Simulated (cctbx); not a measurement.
# Symmetry from intensities

Cell: a = 7.8160 Å, b = 5.9650 Å, c = 15.5100 Å, α = 90.00°, β = 105.76°, γ = 90.00°. Expected content of the cell: Te12 Sb6 Ag2 Ge2.

The data are simulated with cctbx, not measured: Cu Kα, λ = 1.54184 Å, to d = 0.83 Å, 50 % of the full sphere, strongest reflection 20000 counts, noise from counting, a 1.5 % proportional error and a noise floor of 2 counts (s.d.); no absorption, some extinction.

A first pass over the reflections prints:

```text
2574 reflections to d = 0.830 A
centring   violations  <I/sigma> of those
    A       1156 of  1308     25.2
    B       1172 of  1262     26.1
    C       1220 of  1302     27.0
    I       1195 of  1279     27.1
    R       1618 of  1729     27.0
    F       1774 of  1936     26.1
Laue class    unique    Rint  (classes that these axes allow; Friedel mates merged)
P -1             1917   0.031
P 1 2/m 1        1283   0.029
space group    extra absences  I>4sigma  <I/sigma>
P 1 2 1                 0          0         -  acentric
P 1 m 1                 0          0         -  acentric
P 1 c 1               135          0       0.1  acentric
P 1 2/m 1               0          0         -  centric
P 1 2/c 1             135          0       0.1  centric
Wilson B = 1.04 A^2   <|E^2-1|> = 0.727 (0.968 centric, 0.736 acentric)   E^2>4: 1.3 %
shell (A)         n   <I/sigma>
14.93 - 1.66    171     37.5
 1.66 - 1.32    158     31.7
 1.32 - 1.15    164     32.1
 1.15 - 1.05    161     30.4
 1.05 - 0.97    146     27.5
 0.97 - 0.91    173     25.9
 0.91 - 0.87    150     24.4
 0.87 - 0.83    160     23.2
```

**Question.** What are the lattice type, the Laue class and the likely space group?

Every centring test has many violations, so the lattice is primitive.

Rint stays low (0.029 to 0.031) up to P 1 2/m 1, the highest class in these axes.

5 settings pass the absence test. The most absences obeyed, 135, belong to P 1 c 1 and P 1 2/c 1, which absences can't tell apart.

⟨|E²−1|⟩ = 0.727 leans to a non-centrosymmetric structure. The Wilson B of 1.04 Å² means U ≈ 0.0132 Å².

The true group is Pc (no. 7), Laue class 2/m, non-centrosymmetric. The tables only narrow the choice to the tied entries; cell content, site symmetry and trial solutions must settle it.

The model is made up (kin elements in a known structure type, no relaxation), so it says nothing on whether the phase exists.

[Logs are printed without paths, hosts, clocks, repeated set-up lines and the standing remarks that a program may print on its own settings, such as how far it seeks lower states.]
